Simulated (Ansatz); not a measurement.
# 1T-TiO2 monolayer in a perpendicular field

Aim: how the 1T-TiO2 monolayer screens a field along its normal, and what the field does to its bands. A positive field points along +c.

Method: plane-wave DFT, RPBE-D3(BJ), Ansatz PAW, in the first sound run; inputs show where later runs differ, in Ansatz 0.2.0.

The raw output is cut from this account; settings, times and results stay.

## 1. Starting point

The cell holds 3 atoms: 2 O and 1 Ti. Its edges and angles: a = 2.990 Å, b = 2.990 Å, c = 20.461 Å, α = 90.0°, β = 90.0°, γ = 120.0°. Vacuum lies along c.

## 2. Relaxation

The starting cell is a guess, so the in-plane lattice and the atoms are relaxed first, with the slab cut off from its images along the normal. The program lengthens the vector along the normal by itself, so c and the volume that it reports differ from the typed ones.

input.yaml

```yaml
crystal:
  lattice:
    - [2.99, 0.0, 0.0]
    - [-1.495, 2.5894159573, 0.0]
    - [0.0, 0.0, 20.4611921231]
  atoms:
    - { symbol: O, position: [0.6666666667, 0.3333333333, 0.4398570692] }
    - { symbol: Ti, position: [0.0, 0.0, 0.5] }
    - { symbol: O, position: [0.3333333333, 0.6666666667, 0.5601429308] }
  periodic: [true, true, false]
kpoints:
  mp_grid: { grid: [12, 12, 1] }
hamiltonian:
  xc: rpbe
  dispersion: d3bj
scf:
  occupations: { method: fermi_dirac, width: 0.05 }
  convergence: { dr2_threshold: 1.0e-09 }
relax:
  f_tol: 0.004
  max_steps: 90
  cell: {}
output:
  write_potential: true
  write_density: true
  volumetric_format: npy
```

Launch:

```sh
> ansatz run input.yaml --threads 2 --pin off --max-ram 3072MiB --backend cpu --events-out ev --progress --plain --runs-dir out
```

It took 17 s on 2 threads of Intel Xeon 6975P-C (Granite Rapids), shared host; peak memory 0.51 GiB.

Relaxation path:

| step | energy less that of the first step (eV) | largest force component (eV/Å) | volume (Å³) |
| --- | --- | --- | --- |
| 1 | 0.0000 | 4.1196 | 222.38 |
| 2 | -1.0891 | 1.2116 | 221.74 |
| 3 | -1.1967 | 0.6769 | 209.88 |
| 4 | -1.2194 | 0.0646 | 213.11 |
| 5 | -1.2200 | 0.0045 | 212.65 |
| 6 | -1.2200 | 0.0002 | 212.61 |
| 7* | -1.2158 | 0.0000 | 212.61 |
| 8 | -1.2160 | 0.0000 | 212.34 |
| 9* | -1.2158 | 0.0000 | 212.34 |

Relaxation steps marked * repeat the geometry before them on a plane-wave basis chosen anew for their cell, so energy and pressure can jump there.

Forces are held to the 12 operations that the program found; a distortion that breaks them can't arise in this run.

| cell as run | before | after | change |
| --- | --- | --- | --- |
| a (Å) | 2.990 | 2.922 | -2.3 % |
| b (Å) | 2.990 | 2.922 | -2.3 % |

The atoms that moved most (Å, along periodic axes as changes of fractional coordinates times the final cell, across vacuum about the mean position):

| atom | dx | dy | dz | length |
| --- | --- | --- | --- | --- |
| O1 | 0.000 | 0.000 | 0.233 | 0.233 |
| O3 | 0.000 | 0.000 | -0.233 | 0.233 |

The relaxed structure:

```xyz
3
Lattice="2.9218 0.0000 0.0000 -1.4609 2.5303 0.0000 0.0000 0.0000 28.7224" Properties=species:S:1:pos:R:3
O     1.4609    0.8434    9.2325
Ti    0.0000    0.0000   10.2306
O     0.0000    1.6869   11.2287
```

This step gave:

- gap on the k-mesh: 2.941 eV

The lattice constant a goes from 2.990 to 2.922 Å.

## 3. Atoms held, field 0

A sawtooth potential applies the field, turning back in the middle of the vacuum. With the dipole correction the typed value is the field outside the slab. The induced dipole is small, so the SCF threshold is tight.

The cell differs from the one that the last finished run ended in (c 28.722 → 19.996 Å).

input.yaml

```yaml
crystal:
  lattice:
    - [2.9217629395, 0.0, 0.0]
    - [-1.4608814697, 2.5303209294, 0.0]
    - [0.0, 0.0, 19.9961294729]
  atoms:
    - { symbol: O, position: [0.6666666667, 0.3333333333, 0.4500871037] }
    - { symbol: Ti, position: [0.0, 0.0, 0.5] }
    - { symbol: O, position: [0.3333333333, 0.6666666667, 0.5499128963] }
kpoints:
  mp_grid: { grid: [18, 18, 1] }
  band_path:
    path: [[0, 0, 0], [0.5, 0, 0], [0.33333333, 0.33333333, 0], [0, 0, 0]]
    npoints: 16
hamiltonian:
  xc: rpbe
  dispersion: d3bj
scf:
  occupations: { method: fermi_dirac, width: 0.02585 }
  convergence: { dr2_threshold: 1.0e-10 }
efield:
  axis: 3
  dipole_correction: true
  ramp_position: 0.97
  ramp_width: 0.06
  amplitude: 0
output:
  dos: { projected: true, e_range: [-6, 5] }
  bader: true
  write_potential: true
  write_density: true
  volumetric_format: npy
  elf: true
```

The job ended after 15 s (2 threads; peak memory 0.46 GiB; 29 s of CPU time).

Numbers from this step:

```
gap on the k-mesh                  : 2.919 eV
dipole along the normal            : -6.58e-8 e·Å
gap along the path                 : 2.915 eV
smallest direct gap along the path : 3.003 eV
ionisation energy, upper face      : 8.344 eV
electron affinity, upper face      : 5.429 eV
gap, the smaller of path and mesh  : 2.915 eV
```

Running mean over a fixed 2.5 Å (it still follows the layers) of the planar mean; the ramp of the sawtooth is left out. Table of electron's electrostatic potential energy less the Fermi level by z:

| z (Å) | electron's electrostatic potential energy less the Fermi level (eV) |
| --- | --- |
| 3.0 | 6.86 |
| 3.5 | 6.86 |
| 4.0 | 6.86 |
| 4.5 | 6.86 |
| 5.0 | 6.86 |
| 5.5 | 6.86 |
| 6.0 | 6.86 |
| 6.5 | 6.83 |
| 7.0 | 6.66 |
| 7.5 | 5.49 |
| 8.0 | 2.64 |
| 8.5 | -1.05 |
| 9.0 | -4.99 |
| 9.5 | -8.51 |
| 10.0 | -10.2 |
| 10.5 | -8.49 |
| 11.0 | -4.96 |
| 11.5 | -1.02 |
| 12.0 | 2.67 |
| 12.5 | 5.50 |
| 13.0 | 6.67 |
| 13.5 | 6.83 |
| 14.0 | 6.86 |
| 14.5 | 6.86 |
| 15.0 | 6.86 |
| 15.5 | 6.86 |
| 16.0 | 6.86 |
| 16.5 | 6.86 |
| 17.0 | 6.86 |

The density of states has structure finer than the step of the table below, so its rows give means over 0.2 eV. Peaks (eV: height): -5.17: 11.1, -3.30: 16.8, -2.17: 6.62, -1.53: 6.69, 1.80: 6.82, 2.63: 7.74, 2.71: 19.5.

Density of states against energy, zero at the Fermi level of the run, which the smearing sets inside the gap; means over each step:

| energy (eV) | density of states (states/eV a cell) |
| --- | --- |
| -5.8 | 1.03 |
| -5.6 | 1.20 |
| -5.4 | 1.63 |
| -5.2 | 5.45 |
| -5.0 | 2.61 |
| -4.8 | 3.87 |
| -4.6 | 4.41 |
| -4.4 | 2.72 |
| -4.2 | 1.87 |
| -4.0 | 2.31 |
| -3.8 | 2.11 |
| -3.6 | 1.94 |
| -3.4 | 3.78 |
| -3.2 | 5.12 |
| -3.0 | 2.93 |
| -2.8 | 1.76 |
| -2.6 | 2.70 |
| -2.4 | 1.69 |
| -2.2 | 3.22 |
| -2.0 | 2.43 |
| -1.8 | 2.14 |
| -1.6 | 3.40 |
| -1.4 | 0.277 |
| -1.2 | 0 |
| -1.0 | 0 |
| -0.8 | 0 |
| -0.6 | 0 |
| -0.4 | 0 |
| -0.2 | 0 |
| 0.0 | 0 |
| 0.2 | 0 |
| 0.4 | 0 |
| 0.6 | 0 |
| 0.8 | 0 |
| 1.0 | 0 |
| 1.2 | 0 |
| 1.4 | 0.211 |
| 1.6 | 2.77 |
| 1.8 | 5.41 |
| 2.0 | 3.06 |
| 2.2 | 1.22 |
| 2.4 | 1.76 |
| 2.6 | 5.37 |
| 2.8 | 6.76 |
| 3.0 | 2.54 |
| 3.2 | 0.185 |

Projected DOS per atom over height of the atomic layer and energy from the Fermi level. Layers: O Ti O from below.

Ten even steps from '0' (0.00 states/eV) to '9' (4.78 states/eV), each cell a mean:
```
000
090
030
060
030
000
000
000
000
000
000
101
202
202
101
313
101
101
212
222
111
000
```
Columns: height of the atomic layer (Å) from 9 to 11.0; rows upwards: energy from the Fermi level (eV) from -5.96 to 3.4.

Electronic bands along the path, in eV, zero at the Fermi level of the run, which the smearing sets inside the gap:

| point | band 9 | band 10 | band 11 | band 12 | band 13 | band 14 | band 15 | band 16 |
| --- | --- | --- | --- | --- | --- | --- | --- | --- |
| Γ | -4.96 | -2.14 | -1.57 | -1.57 | 1.44 | 1.44 | 3.11 | 5.58 |
| halfway | -4.46 | -3.58 | -2.38 | -1.52 | 1.73 | 2.34 | 2.93 | 4.73 |
| M | -4.00 | -3.33 | -2.50 | -2.17 | 1.53 | 2.62 | 2.75 | 5.32 |
| halfway | -3.42 | -3.39 | -3.06 | -2.26 | 1.76 | 2.66 | 2.71 | 5.30 |
| K | -4.15 | -3.00 | -3.00 | -2.55 | 1.79 | 2.75 | 2.75 | 5.21 |
| halfway | -4.29 | -3.39 | -2.95 | -1.51 | 2.12 | 2.20 | 2.87 | 4.92 |
| Γ | -4.96 | -2.14 | -1.57 | -1.57 | 1.44 | 1.44 | 3.11 | 5.58 |

Electrostatic potential energy in the ca plane at fractional y = 0.000, with atoms of Ti within 0.2 Å of it. With pseudopotentials it is smooth inside the atoms' cores, unlike the true potential.

Ten even steps from '0' (-37 eV) to '9' (4 eV), each cell a mean:
```
99999999999999999999840000589999999999999999
99999999999999999999863113789999999999999999
99999999999999999999886567899999999999999999
99999999999999999999988778899999999999999999
99999999999999999999887777899999999999999999
99999999999999999999875335789999999999999999
99999999999999999999851001689999999999999999
99999999999999999999740000489999999999999999
```
Columns run along c (16.0 Å, from fractional 0.07 to 0.88 of the cell; values clipped at the 3rd and 97th percentile), rows up along a (2.9 Å). Atoms in or near the plane, at fractional coordinates: Ti at (0.50, 0.00).

ELF in the ca plane at fractional y = 0.000, with atoms of Ti within 0.2 Å of it. It is the smooth field of the valence electrons, not physical close to the nuclei.

Ten even steps from '0' (0.00) to '9' (0.71), each cell a mean:
```
00000000000000000000028567100000000000000000
00000000000000000012324663232000000000000000
00000000000000000136873113785200000000000000
00000000000000000148996227997410000000000000
00000000000000000147985125997310000000000000
00000000000000000024542332453100000000000000
00000000000000000001117776110000000000000000
00000000000000000000038238200000000000000000
```
Columns run along c (16.0 Å, from fractional 0.07 to 0.88 of the cell), rows up along a (2.9 Å). Atoms in or near the plane, at fractional coordinates: Ti at (0.50, 0.00).

Valence density in the ca plane at fractional y = 0.000, with atoms of Ti within 0.2 Å of it. It is the smooth field of the valence electrons, not physical close to the nuclei.

Ten steps, logarithmic in the rise over the least value, from '0' (0.00 × 1e0 e/Å³) to '9' (9.24 × 1e0 e/Å³), each cell a mean:
```
00000000000000000000138997310000000000000000
00000000000000000001235775321000000000000000
00000000000000000002333333331000000000000000
00000000000000000012343333432100000000000000
00000000000000000012343333432000000000000000
00000000000000000001234554321000000000000000
00000000000000000001137886310000000000000000
00000000000000000000148998310000000000000000
```
Columns run along c (16.0 Å, from fractional 0.07 to 0.88 of the cell), rows up along a (2.9 Å). Atoms in or near the plane, at fractional coordinates: Ti at (0.50, 0.00).

The gap is 2.91 eV, with the valence edge 8.34 eV and the conduction edge 5.43 eV under the upper vacuum level.

## 4. Single point, field 0.03 V/Å

input.yaml: that of step 3 with these lines changed.

```diff
@@ -25,6 +25,4 @@
   ramp_width: 0.06
-  amplitude: 0
+  amplitude: 0.03
 output:
-  dos: { projected: true, e_range: [-6, 5] }
-  bader: true
   write_potential: true
@@ -32,2 +30 @@
   volumetric_format: npy
-  elf: true
```

It took 7 s on 2 threads; peak memory 0.43 GiB; 13 s of CPU time.

The dipole is 0.00376 e·Å, and the gap 2.915 eV.

## 5. Single point, field -0.03 V/Å

input.yaml: that of step 4 with these lines changed.

```diff
@@ -25,3 +25,3 @@
   ramp_width: 0.06
-  amplitude: 0.03
+  amplitude: -0.03
 output:
```

Elapsed: 7.1 s, on 2 threads; peak memory 0.44 GiB.

The dipole is -0.00376 e·Å, and the gap 2.915 eV.

## 6. Single point, field 0.15 V/Å

input.yaml: that of step 5 with these lines changed.

```diff
@@ -25,3 +25,3 @@
   ramp_width: 0.06
-  amplitude: -0.03
+  amplitude: 0.15
 output:
```

The job ended after 6.9 s (2 threads; peak memory 0.42 GiB).

The dipole is 0.0188 e·Å, and the gap 2.915 eV.

## 7. Single point, field 0.25 V/Å

input.yaml: that of step 6 with these lines changed.

```diff
@@ -25,3 +25,3 @@
   ramp_width: 0.06
-  amplitude: 0.15
+  amplitude: 0.25
 output:
```

The job ended after 6.7 s (2 threads; peak memory 0.43 GiB).

The dipole is 0.0313 e·Å, and the gap 2.915 eV.

## 8. Single point, field -0.25 V/Å

input.yaml: that of step 7 with these lines changed.

```diff
@@ -25,4 +25,6 @@
   ramp_width: 0.06
-  amplitude: 0.25
+  amplitude: -0.25
 output:
+  dos: { projected: true, e_range: [-6, 5] }
+  bader: true
   write_potential: true
@@ -30 +32,2 @@
   volumetric_format: npy
+  elf: true
```

Run time: 18 s. Hardware: 2 threads; peak memory 0.43 GiB.

The dipole is -0.0313 e·Å, and the gap 2.915 eV.

## 9. Response, atoms held

This step: plane-wave DFT, RPBE-D3(BJ), Ansatz PAW; response to a field along the normal, atoms held (Ansatz 0.2.0).

The dipoles give the slope, and the difference of two potentials shows where the field is screened.

This step gave:

| Item | Value |
| --- | --- |
| equivalent conductor thickness p/(ε₀AE) | 3.066 Å |
| distance between the outer atoms | 1.996 Å |

Dipole of the cell against applied field:

| applied field (V/Å) | dipole of the cell (e·Å) |
| --- | --- |
| -0.250 | -0.0313 |
| -0.030 | -0.00376 |
| 0.000 | -6.6e-8 |
| 0.030 | 0.00376 |
| 0.150 | 0.0188 |
| 0.250 | 0.0313 |

Local field over the applied field, running mean. From the potentials at -0.03 and 0.03 V/Å; running mean over 2.5 Å. The local field over applied field by z:

z (Å), local field over applied field and a bar from the least value:
```
     4.15      1.000 ##############################
     4.59      1.000 ##############################
     4.89      1.000 ##############################
     5.33      0.999 ##############################
     5.78      0.996 ##############################
     6.22      0.988 ##############################
     6.52      0.975 #############################
     6.96      0.932 ############################
     7.41      0.840 ########################
     7.85      0.708 ####################
     8.15      0.608 ################
     8.59      0.453 ###########
     9.04      0.308 #####
     9.33      0.226 ###
     9.78      0.154 
    10.22      0.154 
    10.66      0.226 ###
    10.96      0.308 #####
    11.41      0.453 ###########
    11.85      0.608 ################
    12.15      0.708 ####################
    12.59      0.840 ########################
    13.03      0.932 ############################
    13.48      0.975 #############################
    13.78      0.988 ##############################
    14.22      0.996 ##############################
    14.66      0.999 ##############################
    15.11      1.000 ##############################
    15.40      1.000 ##############################
    15.85      1.000 ##############################
```

Electrons, planar mean, per unit field. Induced electron density against z:

| z (Å) | induced electron density (e/Å³ per V/Å) |
| --- | --- |
| 4.15 | 9.5e-8 |
| 4.44 | 2.9e-7 |
| 4.74 | 6.8e-7 |
| 5.04 | 1.7e-6 |
| 5.48 | 6.0e-6 |
| 5.78 | 1.4e-5 |
| 6.07 | 3.1e-5 |
| 6.37 | 6.8e-5 |
| 6.67 | 1.5e-4 |
| 6.96 | 3.0e-4 |
| 7.26 | 5.9e-4 |
| 7.55 | 0.00113 |
| 8.00 | 0.00275 |
| 8.29 | 0.00393 |
| 8.59 | 0.00349 |
| 8.89 | 0.00146 |
| 9.18 | 0.00161 |
| 9.48 | 5.7e-4 |
| 9.78 | -1.7e-5 |
| 10.22 | 1.7e-5 |
| 10.52 | -5.7e-4 |
| 10.81 | -0.00161 |
| 11.11 | -0.00146 |
| 11.41 | -0.00349 |
| 11.70 | -0.00393 |
| 12.00 | -0.00275 |
| 12.44 | -0.00113 |
| 12.74 | -5.9e-4 |
| 13.03 | -3.0e-4 |
| 13.33 | -1.5e-4 |
| 13.63 | -6.8e-5 |
| 13.92 | -3.1e-5 |
| 14.22 | -1.4e-5 |
| 14.52 | -6.0e-6 |
| 14.96 | -1.7e-6 |
| 15.26 | -6.8e-7 |
| 15.55 | -2.9e-7 |
| 15.85 | -9.5e-8 |

The smaller of the gaps on the path and on the k-mesh, counted as 0 under 0.03 eV. The gap stays at 2.91 eV for applied field from -0.25 to 0.25 V/Å.

By hand: between -0.03 and 0.03 V/Å the dipole changes by 0.007516 e·Å, a slope of 0.1253 e·Å²/V. A perfect conductor of thickness t has p = ε₀AEt, so t = 180.95 × 0.1253 / 7.393 = 3.07 Å (e/ε₀ = 180.95 V·Å, A in Å²).

The induced dipole is that of a conductor 3.07 Å thick.

## 10. Field on, atoms free, field 0.1 V/Å

This step: plane-wave DFT, RPBE-D3(BJ), Ansatz PAW (Ansatz 0.2.0).

Now the atoms may follow the field. A weak field makes forces of meV/Å to tens of meV/Å, so the force tolerance is set well below the usual one.

input.yaml, the sections that differ from step 8:

```yaml
kpoints:
  mp_grid: { grid: [12, 12, 1] }
efield:
  axis: 3
  dipole_correction: true
  ramp_position: 0.97
  ramp_width: 0.06
  amplitude: 0.1
relax:
  f_tol: 0.001
  max_steps: 60
output:
  write_potential: true
  write_density: true
  volumetric_format: npy
# crystal, hamiltonian, scf: as in step 8
```

The job ended after 6.1 s (2 threads; peak memory 0.41 GiB; 11 s of CPU time).

No atom moved by 0.005 Å in the relaxation.

This step gave:

| Item | Value |
| --- | --- |
| gap on the k-mesh | 2.941 eV |
| dipole along the normal | 0.01408 e·Å |

The relaxation took 3 steps and lowered the energy by 7.8e-5 eV; the largest force on the free atoms ends at 3.2e-5 eV/Å.

The dipole is 0.0141 e·Å, and the gap on the mesh 2.941 eV.

## 11. Field on, atoms free, field -0.1 V/Å

The opposite sign, again from the field-free geometry; the difference of the two cancels what relaxes without a field.

input.yaml: that of step 10 with these lines changed.

```diff
@@ -22,3 +22,3 @@
   ramp_width: 0.06
-  amplitude: 0.1
+  amplitude: -0.1
 relax:
```

The job ended after 5.6 s (2 threads; peak memory 0.41 GiB).

No atom moved by 0.005 Å in the relaxation.

This step gave:

| Property | Result |
| --- | --- |
| dipole along the normal | -0.01408 e·Å |

The relaxation took 3 steps and lowered the energy by 7.8e-5 eV; the largest force on the free atoms ends at 3.4e-5 eV/Å.

The dipole is -0.0141 e·Å, and the gap on the mesh 2.941 eV.

## 12. Response, atoms relaxed

This step: plane-wave DFT, RPBE-D3(BJ), Ansatz PAW; response to a field along the normal, atoms relaxed (Ansatz 0.2.0).

The same analysis on the two relaxed runs holds the ionic part too; their mesh is coarser, so small differences from the held value can come from that.

This step gave:

* equivalent conductor thickness p/(ε₀AE): 3.445 Å

The dipole of the cell by applied field:

| applied field (V/Å) | dipole of the cell (e·Å) |
| --- | --- |
| -0.1000 | -0.0141 |
| 0.1000 | 0.0141 |

Local field over the applied field, running mean. From the potentials at -0.1 and 0.1 V/Å; running mean over 2.5 Å. The local field over applied field by z:

| z (Å) | local field over applied field |
| --- | --- |
| 4.15 | 1.000 |
| 4.59 | 1.000 |
| 4.89 | 1.000 |
| 5.33 | 0.999 |
| 5.78 | 0.996 |
| 6.22 | 0.988 |
| 6.52 | 0.974 |
| 6.96 | 0.920 |
| 7.41 | 0.811 |
| 7.85 | 0.778 |
| 8.15 | 0.716 |
| 8.59 | 0.427 |
| 9.04 | 0.133 |
| 9.33 | -0.0274 |
| 9.78 | 0.00888 |
| 10.22 | 0.00887 |
| 10.66 | -0.0274 |
| 10.96 | 0.133 |
| 11.41 | 0.427 |
| 11.85 | 0.716 |
| 12.15 | 0.778 |
| 12.59 | 0.811 |
| 13.03 | 0.920 |
| 13.48 | 0.974 |
| 13.78 | 0.988 |
| 14.22 | 0.996 |
| 14.66 | 0.999 |
| 15.11 | 1.000 |
| 15.40 | 1.000 |
| 15.85 | 1.000 |

[end of part 1 of 2]

[Long decimals in the printed logs are rounded to 6 places.]

[Logs are printed without paths, hosts, clocks, repeated set-up lines and the standing remarks that a program may print on its own settings, such as how far it seeks lower states.]

[Hosts, paths, dates, database ids (printed as entryN), source tags and the programs' standing remarks are cut or masked in the printed files.]

[Maps of the electrostatic potential energy from Ansatz leave out the sawtooth potential of an applied field or a dipole correction, so their vacuum need not be flat; planar profiles and work functions include it.]

[The density of states shown here was stored with 400 of the rows of the run's finer table, so its peaks can read low, often by over a quarter, or be missed, and its means over a window can be off by a tenth or more.]
